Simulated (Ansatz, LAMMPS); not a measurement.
# Relaxing Al2O3 with crystalline order left by the classical run (130 atoms)

Aim: bring Al2O3 with crystalline order left by the classical run (130 atoms) to a nearby minimum of the energy and see what moves.

Main program and level: Ansatz 0.2.0; Kohn-Sham DFT, LDA, PAW (set soft_2), plane waves.

**Experiments to compare with.** The mean number of oxygen atoms around aluminium in anodized alumina glass was determined from the peak areas of a solid-state aluminium NMR spectrum (“Structure of alumina glass”, 2022, PMC8752723): number of O about Al 4.73.

### 1. Starting point

The cell holds 130 atoms: 52 Al and 78 O. Its edges and angles: a = 11.301 Å, b = 11.301 Å, c = 11.301 Å, α = 90.0°, β = 90.0°, γ = 90.0°. 130 atoms (52 Al, 78 O) placed at random at 3.05 g/cm³, melted at 4500 K for 20 ps at fixed volume with the Morse and Coulomb pair potential with partial charges (Pedone, Malavasi, Menziani, Cormack and Segre, J. Phys. Chem. B 110, 11780 (2006)). Quenched from 4500 K to 300 K at 10 K/ps and fixed volume, held 5 ps.

Limits known from the start: The quench rate of 10 K/ps far exceeds what a furnace or splat quench reaches, so expect more defects and frozen-in strain than in a real sample. The starting topology of bonds comes from the classical model. Only the Γ point is sampled, in a cell whose shortest periodic width is 11 Å.

### 2. Making the structure

A classical potential makes the cell, at a small fraction of what the same run would cost in DFT.

This step: classical MD, Morse and Coulomb pair potential with partial charges (Pedone, Malavasi, Menziani, Cormack and Segre, J. Phys. Chem. B 110, 11780 (2006)) (LAMMPS 22 Jul 2025 - Update 4).

Contents of in.lmp:

```
# melt-quench of Al52O78
units metal
atom_style charge
boundary p p p
region box block 0 11.3010 0 11.3010 0 11.3010
create_box 2 box
mass 1 26.9815   # Al
mass 2 15.9990   # O
create_atoms 1 random 52 748316 NULL overlap 1.5 maxtry 2000
create_atoms 2 random 78 748323 NULL overlap 1.5 maxtry 2000
pair_style hybrid/overlay pedone 5.5 coul/long 8.0
pair_coeff * * coul/long
pair_coeff 1 2 pedone 0.361581 1.900442 2.164818 0.9   # Al-O
pair_coeff 2 2 pedone 0.042395 1.379316 3.618701 22   # O-O
set type 1 charge 1.8
set type 2 charge -1.2
kspace_style pppm 1.0e-4
neigh_modify delay 0 every 1 check yes
thermo_style custom step time temp pe press density
thermo_modify norm yes
timestep 0.002
thermo 100
min_style cg
minimize 1e-4 1e-4 200 2000
reset_timestep 0
velocity all create 4500 748317 mom yes dist gaussian
fix lim all nve/limit 0.05
fix lan all langevin 4500 4500 0.2 748318 zero yes
thermo 500
run 1000 post no
unfix lim
unfix lan
thermo 1666
fix md all nvt temp 4500 4500 0.2
run 10000 post no
unfix md
thermo 21000
fix md all nvt temp 4500 300 0.2
run 210000 post no
unfix md
thermo 1250
fix md all nvt temp 300 300 0.2
run 2500 post no
unfix md
write_dump all custom glass.dump id type xs ys zs modify sort id
```

On the command line:

```sh
$ lmp -in in.lmp -log none -nocite
```

Numbers of over 12 decimals in the logs are rounded to 6 here.

Output:

```text
LAMMPS (22 Jul 2025 - Update 4)
Created orthogonal box = (0 0 0) to (11.301 11.301 11.301)
Created 52 atoms
Created 78 atoms
PPPM initialization ...
  G vector (1/distance) = 0.3788893
  grid = 12 12 12
  estimated relative force accuracy = 6.5843813e-05
   Step          Time           Temp          PotEng         Press         Density
         0   0              0             -1.7004471      889098.04      3.0500124
        77   0.154          0             -13.453025     -57490.199      3.0500124
Loop time of 0.0689714 s on 1 MPI rank(s) for 77 steps with 130 atoms
Minimization stats:
  Stopping criterion = energy tolerance
  Energy initial, next-to-last, final =
     -1.70044713253937  -13.4518393662897  -13.4530250685946
  Force two-norm initial, final = 358.81655 2.1667372
  Iterations, force evaluations = 77 96
   Step          Time           Temp          PotEng         Press         Density
[... 7 lines left out ...]
      3332   6.664          4713.3494     -12.812508      48510.626      3.0500124
      4998   9.996          4703.2952     -12.895852      13398.824      3.0500124
      6664   13.328         4202.5119     -12.733451      23853.352      3.0500124
      8330   16.66          4920.0807     -12.791543      3204.8524      3.0500124
      9996   19.992         4047.0759     -12.847902      11871.845      3.0500124
[... 1 line left out ...]
Loop time of 6.19241 s on 1 MPI rank(s) for 10000 steps with 130 atoms
   Step          Time           Temp          PotEng         Press         Density
[... 12 lines left out ...]
Loop time of 126.465 s on 1 MPI rank(s) for 210000 steps with 130 atoms
   Step          Time           Temp          PotEng         Press         Density
    221000   442            330.45918     -13.556483     -135527.92      3.0500124
    221250   442.5          258.74702     -13.557188     -137885.77      3.0500124
    222500   445            326.29715     -13.5563       -129640.78      3.0500124
    223500   447            289.58396     -13.554891     -130870.56      3.0500124
Loop time of 1.25601 s on 1 MPI rank(s) for 2500 steps with 130 atoms
```

Elapsed: 2.2 min, on 1 thread of Intel Xeon Platinum 8488C (Sapphire Rapids), shared host; peak memory 0.07 GiB.

### 3. Single point at the start

The forces at the start show how far the geometry lies from a minimum of this functional.

Contents of input.yaml:

```yaml
crystal:
  lattice:
    - [11.301, 0.0, 0.0]
    - [0.0, 11.301, 0.0]
    - [0.0, 0.0, 11.301]
  atoms:
    - { symbol: Al, position: [0.03057, 0.01426, 0.57953] }
    - { symbol: Al, position: [0.57828, 0.04674, 0.168] }
    - { symbol: Al, position: [0.17417, 0.09862, 0.38369] }
    - { symbol: Al, position: [0.50011, 0.57383, 0.67051] }
    - { symbol: Al, position: [0.09116, 0.34971, 0.65217] }
    - { symbol: Al, position: [0.21207, 0.38363, 0.43517] }
    - { symbol: Al, position: [0.52807, 0.78346, 0.25177] }
    - { symbol: Al, position: [0.7869, 0.65334, 0.6415] }
    - { symbol: Al, position: [0.05432, 0.94047, 0.8455] }
    - { symbol: Al, position: [0.48383, 0.41242, 0.42528] }
    - { symbol: Al, position: [0.34524, 0.66711, 0.08055] }
    - { symbol: Al, position: [0.97741, 0.27376, 0.399] }
    - { symbol: Al, position: [0.0974, 0.25544, 0.14929] }
    - { symbol: Al, position: [0.05848, 0.46611, 0.96506] }
    - { symbol: Al, position: [0.44937, 0.00035, 0.39015] }
    - { symbol: Al, position: [0.86752, 0.0394, 0.36446] }
    - { symbol: Al, position: [0.9522, 0.1664, 0.93356] }
    - { symbol: Al, position: [0.82189, 0.19353, 0.17594] }
    - { symbol: Al, position: [0.23038, 0.58485, 0.63231] }
    - { symbol: Al, position: [0.45316, 0.88202, 0.70918] }
    - { symbol: Al, position: [0.34007, 0.41597, 0.19694] }
    - { symbol: Al, position: [0.86064, 0.39802, 0.79242] }
    - { symbol: Al, position: [0.22064, 0.84847, 0.49111] }
    - { symbol: Al, position: [0.81168, 0.80817, 0.87034] }
    - { symbol: Al, position: [0.56589, 0.31986, 0.88412] }
    - { symbol: Al, position: [0.30968, 0.12332, 0.18326] }
    - { symbol: Al, position: [0.66672, 0.39936, 0.61908] }
    - { symbol: Al, position: [0.56482, 0.13019, 0.68883] }
    - { symbol: Al, position: [0.72735, 0.77578, 0.382] }
    - { symbol: Al, position: [0.17674, 0.71222, 0.87777] }
    - { symbol: Al, position: [0.93373, 0.45995, 0.21243] }
    - { symbol: Al, position: [0.38548, 0.32351, 0.65456] }
    [... 92 atom lines left out ...]
    - { symbol: O, position: [0.3878, 0.69968, 0.30614] }
    - { symbol: O, position: [0.21812, 0.27573, 0.70704] }
    - { symbol: O, position: [0.07489, 0.64181, 0.3533] }
    - { symbol: O, position: [0.43373, 0.90162, 0.88764] }
    - { symbol: O, position: [0.88047, 0.03842, 0.62207] }
    - { symbol: O, position: [0.15441, 0.45815, 0.55878] }
kpoints:
  mp_grid: { grid: [1, 1, 1] }
hamiltonian:
  xc: lda
scf:
  occupations: { method: fermi_dirac, width: 0.05 }
output:
  forces: true
  stress: true
  populations: intrinsic
  dos:
    method: { smearing: { sigma: 0.1 } }
    de: 0.1
    projected: { site_lists: { Al: [Al], O: [O] } }
  eigenvalues: true
```

On the command line:

```sh
$ ansatz run input.yaml --threads 4 --pin off --max-ram 8192MiB --backend cpu --events-out ev --progress --plain --runs-dir out
```

Output:

```text
Engine: ansatz 0.2.0, x86_64-unknown-linux-gnu
Pseudopotentials: kind: paw
Pseudopotential: Al, paw, valence charge 3, recommended cutoff 420 eV (normal), Al.paw.azcp
Pseudopotential: O, paw, valence charge 6, recommended cutoff 420 eV (normal), O.paw.azcp
[... 3 lines on functional and potentials left out ...]
Crystal: 130 atoms, lattice volume = 1443.280 Å³
Basis set: ecut = 420 eV, 28257 PW (Γ)
Bands: 442, of which v1, the nominal top of the filled ones, is band 312 counted from 1 (311 counted from 0)
Symmetry: 1 space group operations
Space group: P1 (ITA 1), of the structure as read, at distance tolerance 1.1e-4 Å
k-points: 1
[... 7 lines on functional and potentials left out ...]
Initial density: superposition of atomic densities (neutral atoms: chi_scale 0, normalization atom), corrected by the library's trained network
Initial wavefunctions: pseudopotential atomic-orbital guess
Functional: x = slater, c = lda
SCF iter   1: F=—  HF=-70164.132598 eV  |F-HF|=—  |Δ(HF+E_count)|=         —  Δρ=1.48e-2  dr2=2.99e0  ethr=1.77e-3  ⟨swp⟩=6.0  Hψ=1989  notcnv=0  defer=62
preconditioner: auto → Resta (q_TF=auto, 2.372 Å⁻¹)  ε∞=3.6  [insulator: Δε(μ)=2.938 eV  Ē_g=15.032 eV  σ=0.050 eV  W_gap=1.00  n_scr=340 (ndim 8)  ℏωp=24.4 eV  f_vac=0.031  D(μ)=0.00/eV (n_scr^D=0)  ε∞_Penn≈3.6]
SCF iter   2: F=—  HF=-70163.261825 eV  |F-HF|=—  |Δ(HF+E_count)|=   8.71e-1  Δρ=3.96e-3  dr2=9.26e-2  ethr=4.79e-4  ⟨swp⟩=2.0  Hψ=709  notcnv=0  defer=123
SCF iter   3: F=—  HF=-70163.236861 eV  |F-HF|=—  |Δ(HF+E_count)|=   2.50e-2  Δρ=1.79e-3  dr2=3.18e-2  ethr=1.48e-5  ⟨swp⟩=2.0  Hψ=555  notcnv=0  defer=123
SCF iter   4: F=—  HF=-70163.227610 eV  |F-HF|=—  |Δ(HF+E_count)|=   9.25e-3  Δρ=7.80e-4  dr2=7.07e-3  ethr=5.10e-6  ⟨swp⟩=2.0  Hψ=560  notcnv=0  defer=123
SCF iter   5: F=—  HF=-70163.225802 eV  |F-HF|=—  |Δ(HF+E_count)|=   1.81e-3  Δρ=1.30e-4  dr2=2.84e-4  ethr=1.13e-6  ⟨swp⟩=2.0  Hψ=571  notcnv=0  defer=123
SCF iter   6: F=—  HF=-70163.225840 eV  |F-HF|=—  |Δ(HF+E_count)|=   3.73e-5  Δρ=6.78e-5  dr2=5.61e-5  ethr=4.55e-8  ⟨swp⟩=2.0  Hψ=581  notcnv=0  defer=123
SCF iter   7: F=—  HF=-70163.223607 eV  |F-HF|=—  |Δ(HF+E_count)|=   2.23e-3  Δρ=2.03e-5  dr2=6.84e-6  ethr=8.99e-9  ⟨swp⟩=2.0  Hψ=699  notcnv=0  defer=123
SCF iter   8: F=—  HF=-70163.223608 eV  |F-HF|=—  |Δ(HF+E_count)|=   8.75e-7  Δρ=6.06e-6  dr2=9.34e-7  ethr=1.10e-9  ⟨swp⟩=2.0  Hψ=564  notcnv=0  defer=123
SCF iter   9: F=—  HF=-70163.223609 eV  |F-HF|=—  |Δ(HF+E_count)|=   5.46e-7  Δρ=6.77e-6  dr2=5.48e-7  ethr=1.50e-10  ⟨swp⟩=2.0  Hψ=631  notcnv=0  defer=123
SCF iter  10: F=-70163.223609 eV  HF=-70163.223609 eV  |F-HF|=8.61e-9  |Δ(HF+E_count)|=   7.32e-8  Δρ=1.11e-6  dr2=2.81e-8  ethr=1.60e-11  ⟨swp⟩=14.0  Hψ=2752  notcnv=0
SCF 1 converged in 10 iterations: F = -70163.223609 eV  dr2 = 2.81e-8
  greatest PAW one-centre occupation: 0.859 electrons in one spin orbital (limit 2), on the O atom at site 58 (counted from 0), in its partial waves of l = 0
SCF converged after 10 iterations
Free energy (F): -70163.223609 eV
Harris-Foulkes:  -70163.223609 eV  (|F-HF|=8.61e-9)
Internal energy: -70163.223609 eV  (E = F + TS)
E sigma→0 (E₀):  -70163.223609 eV
Fermi energy:    6.584538 eV
--- Per-component energies (eV) ---
  E_band       = -1202.509437
  E_kinetic    = 15058.493307
  E_local      = -33240.226594  (includes V_loc(G=0)·N_el)
  E_nonlocal   = 4416.241931
  E_hartree    = 12280.347038
  E_xc         = -7756.104786
  E_vxc        = -8869.142371  (∫ρ·V_xc dr)
  E_paw        = -34573.326946  (= ΣΔE_a)
  E_vpaw       = -3128.774915  (= ΣTr[D̂ρ^β])
  E_aug_tail   = 0.199717  (compensation charges beyond the density's cutoff)
  E_ewald      = -26359.304411
  E_core_change = 10.457136  (= ΣΔE_core)
  E_smearing   = -0.000000  (= −TS)
  E_closure    = 0.000000  (closes the sum)
  Σ components = -70163.223609   (vs F -70163.223609, Δ=0.00e0)
--- Forces (eV/Å), atoms counted from 1 ---
  atom   1  Al     2.05866519    -0.10386206     0.15210297
  atom   2  Al    -1.16716426    -0.88297191    -0.49505870
  atom   3  Al    -0.99823385    -0.62059411    -0.22575209
  atom   4  Al     0.42645274     0.88059413    -0.38946770
  atom   5  Al    -0.89113150    -0.78175240     0.72439580
  atom   6  Al     2.31994534     0.59461989    -0.23529684
  atom   7  Al    -0.64151657    -1.96206337     0.72223957
  atom   8  Al    -0.37799093    -1.08239569    -0.27364679
  atom   9  Al    -1.52735499     1.23794959     0.13151204
  atom  10  Al    -1.26564903    -0.81337285    -0.32346852
  atom  11  Al     0.70238907    -1.47090886     0.37735264
  atom  12  Al    -0.56281074    -0.16366322     0.45223888
  atom  13  Al     1.02384877     0.48470655    -1.04801563
  atom  14  Al    -0.24394487    -0.79837910     0.10939607
[...]
atom 129  O     -1.48313703    -0.37928437    -0.17065284
  atom 130  O     -0.30053141     1.02480715    -0.07987490
  max |Σ_I F_I| component: 1.35e-4 eV/Å
--- Stress (GPa, compression-positive) ---
       -7.654129      -2.885626       1.776665
       -2.885627     -11.768937      -1.149034
        1.776665      -1.149035     -10.030490
  P = ⅓ Tr σ = -9.8179 GPa (-98.179 kbar)
--- Band table (eV) ---
  k-point 0: bands = ["-14.3052", "-14.1940", "-14.0024", "-13.9496", [... 426 levels ...], "15.3244", "15.4071", "15.4494", "15.4577", "15.5107", "15.5323", "15.5527", "15.6245", "15.6550", "15.6983", "15.7056", "15.7379"]
--- intrinsic populations: 130 sites ---
  site symbol       q [e]
     0     Al      1.7291
     1     Al      1.6355
     2     Al      1.7328
[...]
129      O      6.8715
  spilling = 0.000000 (of n_electrons = 624.000000)
```

The job ended after 21 s (4 threads of Intel Xeon Platinum 8488C (Sapphire Rapids), shared host; peak memory 1.9 GiB).

The run gave:

```yaml
free_energy: -70163.2236 eV
free_energy_per_atom: -539.7171 eV/atom
scf_cycles: 10
pressure: -9.818 GPa
r_m_s_force_component: 0.8856 eV/Å
longest_force: 3.075 eV/Å
fermi_energy: 6.585 eV
spacing_of_highest_filled_and_lowest_empty_level: 3.007 eV
```

The r.m.s. force component of 0.89 eV/Å and the pressure of -9.8 GPa set the starting point.

Neighbours are counted within 2.38 Å (O-Al).

Length of the force by element and coordination:

| element | coordination | atoms | mean length of the force (eV/Å) | spread | least | most |
| --- | --- | --- | --- | --- | --- | --- |
| Al | all | 52 | 1.58 | 0.537 | 0.402 | 2.75 |
| Al | 4 | 34 | 1.69 | 0.427 | 0.774 | 2.51 |
| Al | 5 | 15 | 1.43 | 0.588 | 0.402 | 2.75 |
| Al | 6 | 3 | 1.12 | 0.866 | 0.420 | 2.34 |
| O | all | 78 | 1.26 | 0.692 | 0.231 | 3.08 |
| O | 2 | 9 | 0.788 | 0.501 | 0.244 | 1.60 |
| O | 3 | 65 | 1.29 | 0.698 | 0.231 | 3.08 |
| O | 4 | 4 | 1.80 | 0.158 | 1.57 | 2.01 |

### 4. Relaxation

The atoms are relaxed in the fixed cell, aiming at the force tolerance of the input.

input.yaml, the sections that differ from step 3:

```yaml
output:
  forces: true
relax:
  f_tol: 0.05
  max_steps: 200
# crystal, kpoints, hamiltonian, scf: as in step 3
```

Output:

```text
[...]
Crystal: 130 atoms, lattice volume = 1443.280 Å³
Basis set: ecut = 420 eV, 28257 PW (Γ)
Bands: 442, of which v1, the nominal top of the filled ones, is band 312 counted from 1 (311 counted from 0)
Symmetry: 1 space group operations
[...]
k-points: 1
[...]
SCF iter   1: F=—  HF=-70164.132599 eV  |F-HF|=—  |Δ(HF+E_count)|=         —  Δρ=1.48e-2  dr2=2.99e0  ethr=1.77e-3  ⟨swp⟩=6.0  Hψ=1989  notcnv=0  defer=62
[...]
SCF iter   6: F=-70163.223580 eV  HF=-70163.223615 eV  |F-HF|=3.43e-5  |Δ(HF+E_count)|=   2.49e-5  Δρ=6.72e-5  dr2=5.54e-5  ethr=1.00e-8  ⟨swp⟩=2.0  Hψ=1310  notcnv=0
SCF 1 converged in 6 iterations: F = -70163.223580 eV  dr2 = 5.54e-5
[...]
relax step   1: F+E_penalty+E_count = -70163.22358045 eV  Δ(F+E_penalty+E_count) = +0.000e0 eV  max|allowed force component| = 2.631e0 eV/Å  Δτ_max = 0.0000 Å  (6 SCF iters, dr2 threshold 6.25e-5 eV, accepted)
[...]
relax step   2: F+E_penalty+E_count = -70167.51239399 eV  Δ(F+E_penalty+E_count) = -4.289e0 eV  max|allowed force component| = 1.587e0 eV/Å  Δτ_max = 0.1250 Å  (7 SCF iters, dr2 threshold 1.00e-4 eV, accepted)
[...]
relax step   3: F+E_penalty+E_count = -70170.83138406 eV  Δ(F+E_penalty+E_count) = -3.319e0 eV  max|allowed force component| = 4.439e-1 eV/Å  Δτ_max = 0.2000 Å  (7 SCF iters, dr2 threshold 1.00e-4 eV, accepted)
relax step   4: F+E_penalty+E_count = -70171.52627855 eV  Δ(F+E_penalty+E_count) = -6.949e-1 eV  max|allowed force component| = 2.697e-1 eV/Å  Δτ_max = 0.2000 Å  (7 SCF iters, dr2 threshold 1.54e-5 eV, accepted)
relax step   5: F+E_penalty+E_count = -70171.77722691 eV  Δ(F+E_penalty+E_count) = -2.509e-1 eV  max|allowed force component| = 1.726e-1 eV/Å  Δτ_max = 0.2000 Å  (7 SCF iters, dr2 threshold 5.69e-6 eV, accepted)
relax step   6: F+E_penalty+E_count = -70171.81953082 eV  Δ(F+E_penalty+E_count) = -4.230e-2 eV  max|allowed force component| = 2.657e-2 eV/Å  Δτ_max = 0.0826 Å  (6 SCF iters, dr2 threshold 1.10e-5 eV, accepted)
[...]
relax step   7: F+E_penalty+E_count = -70171.81953214 eV  Δ(F+E_penalty+E_count) = -1.318e-6 eV  max|allowed force component| = 2.623e-2 eV/Å  Δτ_max = 0.0000 Å  (4 SCF iters, accepted)
SCF converged after 4 iterations
Free energy (F): -70171.819532 eV
[...]
Internal energy: -70171.819532 eV  (E = F + TS)
E sigma→0 (E₀):  -70171.819532 eV
Fermi energy:    6.487881 eV
[...]
--- Forces (eV/Å), atoms counted from 1 ---
  atom   1  Al     0.00112815     0.00088811     0.00298771
  atom   2  Al    -0.00489459    -0.00459520     0.00359299
  atom   3  Al    -0.01575470     0.01391437    -0.01158153
  atom   4  Al    -0.01245209    -0.00328013     0.00026373
  atom   5  Al    -0.01216389    -0.01182181    -0.00213872
  atom   6  Al    -0.00019184    -0.00946430     0.00353746
  atom   7  Al    -0.01126408    -0.00366465    -0.01046733
  atom   8  Al     0.01691952     0.01760689     0.01289554
  atom   9  Al     0.00340887     0.00730700    -0.00863731
  atom  10  Al    -0.00096448    -0.01599888     0.00562700
  atom  11  Al     0.00412536     0.00035530    -0.00284010
  atom  12  Al    -0.00460303    -0.01376742     0.00541782
  atom  13  Al     0.00267559    -0.00453765    -0.00667298
  atom  14  Al     0.00266019     0.00499669     0.00101059
[...]
atom 129  O     -0.01116636     0.01288930     0.00877330
  atom 130  O      0.00102726     0.00749076    -0.00452323
  max |Σ_I F_I| component: 8.69e-5 eV/Å
--- Relaxed structure (7 steps of the walk, 7 accepted, 0 SCFs on fresh bases) ---
  F+E_penalty+E_count = -70171.81953214 eV   max|allowed force component| = 2.623e-2 eV/Å
  atoms:
    - { symbol: Al, position: [0.035852, 0.024680, 0.582403] }
    - { symbol: Al, position: [0.570990, 0.044339, 0.161501] }
    - { symbol: Al, position: [0.173322, 0.096512, 0.379974] }
    - { symbol: Al, position: [0.496188, 0.578291, 0.673412] }
[...]
- { symbol: O, position: [0.153990, 0.453633, 0.561939] }
```

It took 65 s on 4 threads; peak memory 1.9 GiB; 3.9 min of CPU time.

The steps of the relaxation:

| step | energy less that of the first step (eV) | largest force component (eV/Å) |
| --- | --- | --- |
| 1 | 0.0000 | 2.6313 |
| 2 | -4.2888 | 1.5868 |
| 3 | -7.6078 | 0.4439 |
| 4 | -8.3027 | 0.2697 |
| 5 | -8.5536 | 0.1726 |
| 6 | -8.5960 | 0.0266 |
| 7 | -8.5960 | 0.0262 |

The atoms that moved most (Å):

| atom | dx | dy | dz | length |
| --- | --- | --- | --- | --- |
| Al23 | 0.193 | 0.635 | 0.322 | 0.738 |
| O104 | -0.084 | 0.490 | 0.126 | 0.513 |
| Al24 | -0.118 | -0.100 | -0.377 | 0.408 |
| O72 | -0.157 | -0.047 | 0.326 | 0.365 |
| Al48 | -0.301 | -0.013 | 0.199 | 0.361 |
| Al40 | 0.001 | -0.056 | 0.338 | 0.343 |
| O77 | -0.063 | -0.044 | -0.302 | 0.312 |
| Al41 | 0.133 | -0.185 | -0.213 | 0.312 |

The relaxation changed the energy by -66.1 meV/atom, and atoms moved by 0.18 Å r.m.s., 0.74 Å at most.

(Continued in part 2 of 2.)

[Logs are printed without paths, hosts, clocks, repeated set-up lines and the standing remarks that a program may print on its own settings, such as how far it seeks lower states.]

[Hosts, paths, dates, database ids (printed as entryN), source tags and the programs' standing remarks are cut or masked in the printed files.]
